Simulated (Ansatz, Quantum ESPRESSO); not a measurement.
**Equation of state of fcc Ag**

How stiff is fcc Ag under hydrostatic load? Each row scales the relaxed cell evenly and relaxes the atoms. The phase is followed to these pressures whether or not it stays the stable one.

Calculated with Ansatz 0.2.0, PBEsol, PAW files of the set soft_1, cutoff 600 eV, Fermi–Dirac smearing 0.05 eV, k-mesh 18×18×18, no spin polarisation, no spin-orbit coupling.

Reference cell, relaxed at zero pressure with PBEsol (Fm-3m): a = 2.8670 Å, b = 2.8670 Å, c = 2.8670 Å, α = 60.00°, β = 60.00°, γ = 60.00°.

```csv
atom,x,y,z
Ag,0.0000,0.0000,0.0000
```

```csv
V (Å³/atom),V/V0,P (GPa),E − E0 (meV/atom)
15.6633,0.9400,8.820,25.7
16.3298,0.9800,2.558,2.6
16.9963,1.0200,−2.244,2.4
17.3296,1.0400,−4.201,9.1
17.6629,1.0600,−5.906,19.7
```

V0 = 16.6631 Å³ an atom, where the residual pressure P0 is −0.003 GPa. **Question.** Fit the Birch–Murnaghan law and give the pressure and the energy at V = 15.9965 Å³ an atom, a row left out above.

With the Eulerian strain f = ½[(V0/V)^(2/3) − 1] and F = (P − P0)/[3f(1 + 2f)^(5/2)], the third-order law is the line F = B0 + (3/2) B0 (B′ − 4) f.

```csv
f,F (GPa)
0.02106,125.98
0.00678,121.73
−0.00656,117.76
−0.01290,115.77
−0.01905,113.82
```

A straight line through the 5 rows: the means are −0.002134 for f and 119.01 for F, Σ(Δx)² = 0.001039 and ΣΔxΔy = 0.3141, so the slope is 0.3141/0.001039 = 302.31 and the intercept 119.01 − (302.31)(−0.002134) = 119.66.

Hence B0 = 119.7 GPa and B′ = 4 + (302.3)/(1.5 × 119.7) = 5.68. For the withheld volume f = 0.01380, F = 123.83 GPa and P = 5.48 GPa. The run itself gives 5.48 GPa, so the estimate misses by 0.00 GPa, a rounding's worth.

Integrating the same law gives E − E0 = (9/2) B0 V0 f²[1 + (B′ − 4) f] + P0(V0 − V), with 1 GPa Å³ = 6.2415 meV: 10.9 meV an atom. The run itself gives 10.9 meV, so the estimate misses by 0.0 meV, a rounding's worth.

The same fit over all rows at other levels or in other programs gives B0 = 120 GPa with PBEsol (Quantum ESPRESSO, GBRV).

Measured volume: 17.054 Å³ an atom (doi:10.1007/BF01174717, 293 K), so V0 is −2.3 % off. A stiffness follows the volume as d ln B/d ln V = −B′, which moves B0 by about −12 % when it is taken at the measured volume.

The calculation is for a static lattice, while measurements hold thermal and zero-point motion.

[Logs are printed without paths, hosts, clocks, repeated set-up lines and the standing remarks that a program may print on its own settings, such as how far it seeks lower states.]
